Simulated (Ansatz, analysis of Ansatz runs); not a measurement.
# N2V- centre in diamond: hyperfine coupling against experiment

Subject: N2V- centre in diamond. Wanted: its hyperfine coupling, in one set-up (PBE, 64-site cell, measured lattice, 420 eV, k: the single point 1/4 1/4 1/4 then 2x2x2 shifted 0.5 0.5 0.5). The model is a cell of 64 host atoms with 1 site emptied, N put on another atom's site and N put on another atom's site. The isotropic coupling follows from the spin density at the nucleus, the nuclear g-factor and the total spin. The measured lattice removes the functional's error in the volume.

**The experiment.** 15N, isotropic: 4.02 MHz, by EPR (“Electron paramagnetic resonance of the N2V− defect in 15N-doped synthetic diamond”, 2015, B. L. Green et al.). 13C, the two neighbours of the vacancy, isotropic: 240.7 MHz, by EPR (“Electron paramagnetic resonance of the N2V− defect in 15N-doped synthetic diamond”, 2015, B. L. Green et al.). The calculation is set beside it at the end.

Calculated with Ansatz 0.2.0; plane-wave PAW DFT, PBE; relaxation of all atoms of a defect supercell.

**1. The structure**

The cell holds 63 atoms: 61 C and 2 N. Its edges and angles: a = 7.133 Å, b = 7.133 Å, c = 7.133 Å, α = 90.0°, β = 90.0°, γ = 90.0°. It derives from C (space group Fd-3m). Nearest the centre at fractional (0.375, 0.375, 0.375): C41 at 1.54 Å, C48 at 1.54 Å, N26 at 1.54 Å, N4 at 1.54 Å, C37 at 2.52 Å, C36 at 2.52 Å, C52 at 2.52 Å, C45 at 2.52 Å. The cell carries charge −1.

The host's primitive cell comes from a first run (plane-wave PAW DFT, PBE; relaxation of the host's atoms at the measured cell): vectors of 2.522, 2.522 and 2.522 Å. That is 5.67 Å³ an atom. The supercell is built on it.

**2. Relaxation, charge −1**

Every later number rests on the structure around the defect, so the atoms are relaxed at the host's lattice first.

relax/input.yaml reads:

```yaml
relax:
  f_tol: 0.02
  max_steps: 80
  random_displacement: { amplitude: 0.02, seed: 523 }
crystal:
  lattice:
    - [7.13348, 0.0, 0.0]
    - [0.0, 7.13348, 0.0]
    - [0.0, 0.0, 7.13348]
  atoms:
    - { symbol: C, position: [0.0, 0.0, 0.25] }
    - { symbol: C, position: [0.0, 0.25, 0.0] }
    - { symbol: C, position: [0.25, 0.0, 0.0] }
    - { symbol: "N", position: [0.25, 0.25, 0.25] }
    - { symbol: C, position: [0.125, 0.125, 0.375] }
    - { symbol: C, position: [0.125, 0.375, 0.125] }
    - { symbol: C, position: [0.375, 0.125, 0.125] }
    - { symbol: C, position: [0.0, 0.0, 0.75] }
    - { symbol: C, position: [0.0, 0.25, 0.5] }
    - { symbol: C, position: [0.25, 0.0, 0.5] }
    - { symbol: C, position: [0.25, 0.25, 0.75] }
    - { symbol: C, position: [0.125, 0.125, 0.875] }
    - { symbol: C, position: [0.125, 0.375, 0.625] }
    - { symbol: C, position: [0.375, 0.125, 0.625] }
    - { symbol: C, position: [0.375, 0.375, 0.875] }
    - { symbol: C, position: [0.0, 0.5, 0.25] }
    - { symbol: C, position: [0.0, 0.75, 0.0] }
    - { symbol: C, position: [0.25, 0.5, 0.0] }
    - { symbol: C, position: [0.25, 0.75, 0.25] }
    - { symbol: C, position: [0.125, 0.625, 0.375] }
    - { symbol: C, position: [0.125, 0.875, 0.125] }
    - { symbol: C, position: [0.375, 0.625, 0.125] }
    - { symbol: C, position: [0.375, 0.875, 0.375] }
    - { symbol: C, position: [0.0, 0.5, 0.75] }
    - { symbol: C, position: [0.0, 0.75, 0.5] }
    - { symbol: "N", position: [0.25, 0.5, 0.5] }
    - { symbol: C, position: [0.25, 0.75, 0.75] }
    - { symbol: C, position: [0.125, 0.625, 0.875] }
    - { symbol: C, position: [0.125, 0.875, 0.625] }
    - { symbol: C, position: [0.375, 0.625, 0.625] }
    - { symbol: C, position: [0.375, 0.875, 0.875] }
    - { symbol: C, position: [0.5, 0.0, 0.25] }
    - { symbol: C, position: [0.5, 0.25, 0.0] }
    - { symbol: C, position: [0.75, 0.0, 0.0] }
    - { symbol: C, position: [0.75, 0.25, 0.25] }
    - { symbol: C, position: [0.625, 0.125, 0.375] }
    - { symbol: C, position: [0.625, 0.375, 0.125] }
    - { symbol: C, position: [0.875, 0.125, 0.125] }
    - { symbol: C, position: [0.875, 0.375, 0.375] }
    - { symbol: C, position: [0.5, 0.0, 0.75] }
    - { symbol: C, position: [0.5, 0.25, 0.5] }
    - { symbol: C, position: [0.75, 0.0, 0.5] }
    - { symbol: C, position: [0.75, 0.25, 0.75] }
    - { symbol: C, position: [0.625, 0.125, 0.875] }
    - { symbol: C, position: [0.625, 0.375, 0.625] }
    - { symbol: C, position: [0.875, 0.125, 0.625] }
    - { symbol: C, position: [0.875, 0.375, 0.875] }
    - { symbol: C, position: [0.5, 0.5, 0.25] }
    - { symbol: C, position: [0.5, 0.75, 0.0] }
    - { symbol: C, position: [0.75, 0.5, 0.0] }
    - { symbol: C, position: [0.75, 0.75, 0.25] }
    - { symbol: C, position: [0.625, 0.625, 0.375] }
    - { symbol: C, position: [0.625, 0.875, 0.125] }
    - { symbol: C, position: [0.875, 0.625, 0.125] }
    - { symbol: C, position: [0.875, 0.875, 0.375] }
    - { symbol: C, position: [0.5, 0.5, 0.75] }
    - { symbol: C, position: [0.5, 0.75, 0.5] }
    - { symbol: C, position: [0.75, 0.5, 0.5] }
    - { symbol: C, position: [0.75, 0.75, 0.75] }
    - { symbol: C, position: [0.625, 0.625, 0.875] }
    - { symbol: C, position: [0.625, 0.875, 0.625] }
    - { symbol: C, position: [0.875, 0.625, 0.625] }
    - { symbol: C, position: [0.875, 0.875, 0.875] }
total_charge: -1
basis:
  ecutwfc: 420
  xc_grid: 2
hamiltonian:
  xc: pbe
kpoints:
  mp_grid: { grid: [1, 1, 1], shift: [0.25, 0.25, 0.25] }
magnetization:
  spin_polarized: true
  initial_magnetization: 1
  spin_locking: { lock_magnetization: hard }
scf:
  occupations: { method: fermi_dirac, width: 0.01 }
  max_iter: 120
output:
  forces: true
checkpoint:
  write: "../relax.run"
  compress: false
  write_wavefunctions: true
  write_every: 100000
```

Started as:

```
$ ansatz run input.yaml --threads 2 --pin off --max-ram 3768MiB --backend cpu --events-out ev --progress --plain --runs-dir out
```

Numbers of over 12 decimals in the logs are rounded to 6 here.

Output:

```text
[... repeated set-up lines and file paths are left out, and long positions are rounded to six places ...]
Engine: ansatz 0.2.0, aarch64-unknown-linux-gnu
Pseudopotentials: kind: paw
Pseudopotential: C, paw, valence charge 4, recommended cutoff 420 eV (normal), C.paw.azcp
Pseudopotential: N, paw, valence charge 5, recommended cutoff 420 eV (normal), N.paw.azcp
Functional definition: PBE
  parameter kappa = 0.804
  parameter beta = 0.066725
  exchange = pbe_x(kappa = kappa, mu = beta*pi^2/3)
  correlation = pbe_c(beta = beta)
Crystal: 63 atoms, lattice volume = 362.998 Å³
Basis set: ecut = 420 eV, 7123 PW (Γ), exchange–correlation on 96×96×96 points (8 copies of the dense FFT grid, shifted against one another)
Bands: 191, of which v1, the nominal top of the filled ones, is band 128 counted from 1 (127 counted from 0)
Symmetry: 1 space group operations
k-points: 1
Non-local potential: C, projectors of the file, l = 0: 2, l = 1: 2, l = 2: 1
Non-local potential: N, projectors of the file, l = 0: 2, l = 1: 2, l = 2: 1
PAW form: soft (Blöchl's): semilocal exchange-correlation on the pseudo side does not see the compensation charge
PAW one-centre angular grid: C, 110 points (default); XC on 64 Gauss nodes
PAW one-centre angular grid: N, 110 points (default); XC on 64 Gauss nodes
Initial density: superposition of atomic densities (chi_scale 0.1, normalization cell, long waves kept (reshape's long-wave potential 0.33 eV rms))
Starting moments: Σ|m| = 1 μB on 63 of 63 sites
Initial wavefunctions: pseudopotential atomic-orbital guess
Functional: x = pbe(κ = 0.804, μ = 0.219515), c = pbe(β = 0.066725)
SCF iter   1: F=—  HF=-16061.899222 eV  |F-HF|=—  |Δ(HF+E_count)|=         —  Δρ=7.10e-2 (↑7.10e-2 ↓6.98e-2)  dr2=5.35e1  dr2_m=2.62e-1  M=1.000 μB ∫|m|=1.002 μB  β_m=0.30  ethr=3.10e-3  ⟨swp⟩=6.0  Hψ=1512  notcnv=0  defer=84
preconditioner: auto → Resta (q_TF=auto, 2.572 Å⁻¹)  ε∞=4.4  [insulator: Δε(μ)=0.482 eV  Ē_g=16.903 eV  σ=0.010 eV  W_gap=1.00  n_scr=92 (ndim 8)  ℏωp=31.1 eV  f_vac=0.000  D(μ)=0.00/eV (n_scr^D=0)  ε∞_Penn≈4.4]
spin=Collinear: Resta preconditioning applied to the charge; magnetization (m = ρ↑ − ρ↓) channel mixes plain (no charge-response kernel on spin).
SCF iter   2: F=—  HF=-16054.030508 eV  |F-HF|=—  |Δ(HF+E_count)|=    7.87e0  Δρ=5.15e-2 (↑5.15e-2 ↓5.08e-2)  dr2=2.81e1  dr2_m=1.41e-1  M=1.000 μB ∫|m|=1.013 μB  β_m=0.65  ethr=3.10e-3  ⟨swp⟩=3.0  Hψ=714  notcnv=0  defer=108
SCF iter   3: F=—  HF=-16045.319499 eV  |F-HF|=—  |Δ(HF+E_count)|=    8.71e0  Δρ=4.79e-3 (↑4.76e-3 ↓4.79e-3)  dr2=2.05e-1  dr2_m=5.98e-4  M=1.000 μB ∫|m|=1.105 μB  β_m=0.70  ethr=3.10e-3  ⟨swp⟩=3.0  Hψ=567  notcnv=0  defer=108
SCF iter   4: F=—  HF=-16045.419396 eV  |F-HF|=—  |Δ(HF+E_count)|=   9.99e-2  Δρ=2.19e-3 (↑2.14e-3 ↓2.19e-3)  dr2=4.13e-2  dr2_m=1.72e-4  M=1.000 μB ∫|m|=1.120 μB  β_m=0.75  ethr=8.06e-5  ⟨swp⟩=2.0  Hψ=603  notcnv=0  defer=111
SCF iter   5: F=—  HF=-16045.446521 eV  |F-HF|=—  |Δ(HF+E_count)|=   2.71e-2  Δρ=5.94e-4 (↑5.20e-4 ↓5.94e-4)  dr2=2.72e-3  dr2_m=4.37e-5  M=1.000 μB ∫|m|=1.127 μB  β_m=0.77  ethr=1.62e-5  ⟨swp⟩=3.0  Hψ=556  notcnv=0  defer=111
SCF iter   6: F=—  HF=-16045.449326 eV  |F-HF|=—  |Δ(HF+E_count)|=   2.81e-3  Δρ=2.02e-4 (↑1.39e-4 ↓2.02e-4)  dr2=3.87e-4  dr2_m=1.25e-5  M=1.000 μB ∫|m|=1.129 μB  β_m=0.73  ethr=1.07e-6  ⟨swp⟩=2.0  Hψ=542  notcnv=0  defer=111
SCF iter   7: F=—  HF=-16045.449414 eV  |F-HF|=—  |Δ(HF+E_count)|=   8.82e-5  Δρ=6.43e-5 (↑4.87e-5 ↓6.43e-5)  dr2=3.33e-5  dr2_m=1.12e-6  M=1.000 μB ∫|m|=1.129 μB  β_m=0.74  ethr=1.52e-7  ⟨swp⟩=2.5  Hψ=467  notcnv=0  defer=111
SCF iter   8: F=-16045.449437 eV  HF=-16045.449436 eV  |F-HF|=1.25e-6  |Δ(HF+E_count)|=   2.21e-5  Δρ=1.68e-5 (↑1.52e-5 ↓1.68e-5)  dr2=1.93e-6  dr2_m=3.33e-8  M=1.000 μB ∫|m|=1.130 μB  ethr=3.92e-9  ⟨swp⟩=4.0  Hψ=909  notcnv=0
SCF 1 converged in 8 iterations: F = -16045.449437 eV  dr2 = 1.93e-6
  greatest PAW one-centre occupation: 0.792 electrons in one spin orbital (limit 2), on the N atom at site 3 (counted from 0), in its partial waves of l = 0
relax step   1: F+E_penalty+E_count = -16045.44943735 eV  Δ(F+E_penalty+E_count) = +0.000e0 eV  max|allowed force component| = 2.768e0 eV/Å  Δτ_max = 0.0000 Å  (8 SCF iters, dr2 threshold 1.00e-5 eV, accepted)
[... the SCF cycles and remarks between the steps are left out from here to the last step ...]
relax step   2: F+E_penalty+E_count = -16046.58916828 eV  Δ(F+E_penalty+E_count) = -1.140e0 eV  max|allowed force component| = 1.237e0 eV/Å  Δτ_max = 0.1037 Å  (6 SCF iters, dr2 threshold 1.00e-4 eV, accepted)
relax step   3: F+E_penalty+E_count = -16046.90485458 eV  Δ(F+E_penalty+E_count) = -3.157e-1 eV  max|allowed force component| = 5.612e-1 eV/Å  Δτ_max = 0.0516 Å  (5 SCF iters, dr2 threshold 9.56e-5 eV, accepted)
relax step   4: F+E_penalty+E_count = -16046.94383001 eV  Δ(F+E_penalty+E_count) = -3.898e-2 eV  max|allowed force component| = 4.303e-2 eV/Å  Δτ_max = 0.0155 Å  (4 SCF iters, dr2 threshold 6.28e-5 eV, accepted)
relax step   5: F+E_penalty+E_count = -16046.94383289 eV  Δ(F+E_penalty+E_count) = -2.881e-6 eV  max|allowed force component| = 4.305e-2 eV/Å  Δτ_max = 0.0000 Å  (4 SCF iters, accepted)
SCF iter   1: F=—  HF=-16046.943836 eV  |F-HF|=—  |Δ(HF+E_count)|=         —  Δρ=1.80e-4 (↑1.80e-4 ↓1.74e-4)  dr2=2.56e-4  dr2_m=4.83e-6  M=1.000 μB ∫|m|=1.142 μB  β_m=0.30  ethr=1.06e-6  ⟨swp⟩=4.0  Hψ=888  notcnv=0  defer=114
SCF iter   2: F=—  HF=-16046.943788 eV  |F-HF|=—  |Δ(HF+E_count)|=   4.87e-5  Δρ=1.25e-4 (↑1.25e-4 ↓1.20e-4)  dr2=1.10e-4  dr2_m=2.54e-6  M=1.000 μB ∫|m|=1.142 μB  β_m=0.60  ethr=1.00e-7  ⟨swp⟩=1.0  Hψ=440  notcnv=0  defer=114
SCF iter   3: F=—  HF=-16046.943793 eV  |F-HF|=—  |Δ(HF+E_count)|=   4.98e-6  Δρ=1.81e-5 (↑1.81e-5 ↓1.77e-5)  dr2=2.59e-6  dr2_m=6.61e-8  M=1.000 μB ∫|m|=1.142 μB  β_m=0.64  ethr=4.32e-8  ⟨swp⟩=2.5  Hψ=567  notcnv=0  defer=114
SCF iter   4: F=—  HF=-16046.944365 eV  |F-HF|=—  |Δ(HF+E_count)|=   5.72e-4  Δρ=4.65e-6 (↑4.65e-6 ↓4.63e-6)  dr2=2.23e-7  dr2_m=2.64e-9  M=1.000 μB ∫|m|=1.142 μB  β_m=0.76  ethr=1.02e-9  ⟨swp⟩=2.0  Hψ=472  notcnv=0  defer=114
SCF iter   5: F=-16046.944365 eV  HF=-16046.944365 eV  |F-HF|=8.00e-9  |Δ(HF+E_count)|=   4.67e-8  Δρ=1.34e-6 (↑1.11e-6 ↓1.34e-6)  dr2=2.42e-8  dr2_m=4.01e-10  M=1.000 μB ∫|m|=1.142 μB  ethr=3.92e-11  ⟨swp⟩=4.0  Hψ=910  notcnv=0
SCF 6 converged in 5 iterations: F = -16046.944365 eV  dr2 = 2.42e-8
relax step   6: F+E_penalty+E_count = -16046.94436465 eV  Δ(F+E_penalty+E_count) = -5.318e-4 eV  max|allowed force component| = 1.194e-2 eV/Å  Δτ_max = 0.0019 Å  (5 SCF iters, accepted)
NSCF: frozen V_eff on 1 k-points
the band table was solved once a step of the walk had ended and its energy, with any forces and stress, was formed, with the checks that follow a solve (1875 applications of the Hamiltonian). They found nothing against the state; [...]
SCF converged after 5 iterations
Magnetization: 1.0000 μB (128.0000 up, 127.0000 down)
Absolute magnetization: 1.1423 μB (∫|ρ↑−ρ↓|, with the PAW one-centre terms)
Spin contamination: 0.0044 ħ² per cell (⟨S²⟩ above its minimum at these occupations)
Per-site moments (μB) at R_I (Å): [(0.00117404, 0.632243), (0.00116965, 0.632117), (0.000276482, 0.632155), [... 60 left out ...]
Free energy (F): -16046.944365 eV
Harris-Foulkes:  -16046.944365 eV  (|F-HF|=8.00e-9)
Internal energy: -16046.944365 eV  (E = F + TS)
E sigma→0 (E₀):  -16046.944365 eV
Fermi energy:    15.659426 (↑ 16.492980, ↓ 15.370821) eV
--- Per-component energies (eV) ---
  E_band       = 1029.794901
  E_kinetic    = 5911.011209
  E_local      = -4241.896211  (includes V_loc(G=0)·N_el)
  E_nonlocal   = 1721.158473
  E_hartree    = 969.019463
  E_xc         = -3100.061801
  E_vxc        = -3852.684328  (∫ρ·V_xc dr)
  E_paw        = -6308.159890  (= ΣΔE_a)
  E_vpaw       = -445.833775  (= ΣTr[D̂ρ^β])
  E_aug_tail   = 0.000738  (compensation charges beyond the density's cutoff)
  E_ewald      = -10998.016345
  E_smearing   = -0.000000  (= −TS)
  E_closure    = -0.000000  (closes the sum)
  E_deformation_potential = -21.158717  (in the stress; not in F)
  Σ components = -16046.944365   (vs F -16046.944365, Δ=0.00e0)
--- Forces (eV/Å), atoms counted from 1 ---
  atom   1  C     -0.00840703    -0.00990000    -0.00140698
  atom   2  C     -0.00600401    -0.00532368    -0.00596923
  [... 1 atom left out ...]
  atom   4  N     -0.01089889    -0.01194218    -0.00513693
  atom   5  C      0.01016270     0.00854279    -0.00138725
  atom   6  C      0.00586925    -0.00370547     0.00418720
  [... 2 atoms left out ...]
  atom   9  C     -0.00181166     0.00103950    -0.00182206
  [... 3 atoms left out ...]
  atom  13  C     -0.00007572     0.00297022     0.00099730
  [... 2 atoms left out ...]
  atom  16  C     -0.00242795     0.00136447     0.00003276
  [... 3 atoms left out ...]
  atom  20  C      0.00080778    -0.00062304     0.00251815
  [... 5 atoms left out ...]
  atom  26  N     -0.00246683     0.00473284     0.00371406
  [... 14 atoms left out ...]
  atom  41  C      0.00579169     0.00101085     0.00185113
  [... 6 atoms left out ...]
  atom  48  C     -0.00235840    -0.00189870    -0.00303043
  [... 15 atoms left out ...]
  max |Σ_I F_I| component: 4.63e-5 eV/Å
--- Band table (eV) ---
  k-point 0 ↑: bands = ["-8.3313", "-7.5284", "-7.1143", "-6.9531", [... 183 left out ...] "22.8642", "22.9909", "23.3334", "23.3840"]
  k-point 0 ↓: bands = ["-8.3233", "-7.5243", "-7.1012", "-6.9374", [... 183 left out ...] "22.8924", "23.0229", "23.3899", "23.4235"]
--- Relaxed structure (6 steps of the walk, 6 accepted, 0 SCFs on fresh bases) ---
  F+E_penalty+E_count = -16046.94436465 eV   max|allowed force component| = 1.194e-2 eV/Å
  atoms:
    - { symbol: C, position: [-0.000985, -0.001481, 0.250000] }
    - { symbol: C, position: [-0.000981, 0.249596, -0.001055] }
    [... 1 atom left out ...]
    - { symbol: N, position: [0.239972, 0.239829, 0.240237] }
    - { symbol: C, position: [0.126238, 0.126103, 0.369363] }
    - { symbol: C, position: [0.126261, 0.368956, 0.126551] }
    [... 2 atoms left out ...]
    - { symbol: C, position: [0.002416, 0.252184, 0.497585] }
    [... 3 atoms left out ...]
    - { symbol: C, position: [0.125647, 0.380524, 0.624355] }
    [... 2 atoms left out ...]
    - { symbol: C, position: [0.002424, 0.497139, 0.252637] }
    [... 3 atoms left out ...]
    - { symbol: C, position: [0.125642, 0.623923, 0.380965] }
    [... 5 atoms left out ...]
    - { symbol: N, position: [0.238907, 0.510498, 0.510940] }
    [... 14 atoms left out ...]
    - { symbol: C, position: [0.509938, 0.244176, 0.505172] }
    [... 6 atoms left out ...]
    - { symbol: C, position: [0.509964, 0.504749, 0.244619] }
    [... 15 atoms left out ...]
```

Run time: 2.9 min. Hardware: 2 threads of Arm Neoverse N1, shared host; peak memory 1 GiB; 3.7 min of CPU time.

The steps of the relaxation:

| step | energy less that of the first step (eV) | largest force component (eV/Å) |
| --- | --- | --- |
| 1 | 0.0000 | 2.7683 |
| 2 | -1.1397 | 1.2365 |
| 3 | -1.4554 | 0.5612 |
| 4 | -1.4944 | 0.0430 |
| 5 | -1.4944 | 0.0430 |
| 6 | -1.4949 | 0.0119 |

The atoms that moved most (Å, from the sites as typed, ahead of the random displacement, the mean shift of all atoms taken out):

| atom | dx | dy | dz | length |
| --- | --- | --- | --- | --- |
| N26 | -0.078 | 0.077 | 0.077 | 0.133 |
| N4 | -0.070 | -0.071 | -0.071 | 0.122 |
| C48 | 0.073 | 0.036 | -0.040 | 0.090 |
| C41 | 0.072 | -0.040 | 0.036 | 0.090 |
| C14 | 0.016 | 0.030 | -0.029 | 0.045 |
| C22 | 0.016 | -0.029 | 0.030 | 0.045 |
| C5 | 0.010 | 0.010 | -0.041 | 0.044 |
| C6 | 0.011 | -0.041 | 0.010 | 0.044 |

The atoms nearest to the centre after the run:

| atom | distance (Å) |
| --- | --- |
| C48 | 1.627 |
| C41 | 1.631 |
| N4 | 1.668 |
| N26 | 1.678 |
| C22 | 2.478 |
| C14 | 2.482 |
| C52 | 2.506 |
| C6 | 2.508 |
| C45 | 2.509 |
| C37 | 2.510 |
| C5 | 2.511 |
| C7 | 2.512 |
| C36 | 2.512 |
| C20 | 2.514 |
| C13 | 2.516 |
| C30 | 2.516 |

This step gave:

* free energy: -16046.9444 eV
* total moment: 1 μB
* integral of the absolute spin density: 1.142 μB
* spin contamination: 0.004415

The relaxation ends 24 meV an atom lower than the displaced start, with a largest force component of 0.012 eV/Å.

(Part 1 of 2 ends here.)

[Logs are printed without paths, hosts, clocks, repeated set-up lines and the standing remarks that a program may print on its own settings, such as how far it seeks lower states.]

[Hosts, paths, dates, database ids (printed as entryN), source tags and the programs' standing remarks are cut or masked in the printed files.]

[For some hosts the program warned that the k-mesh of the response run may be too coarse for force constants and the static dielectric constant; such warnings are not shown here.]
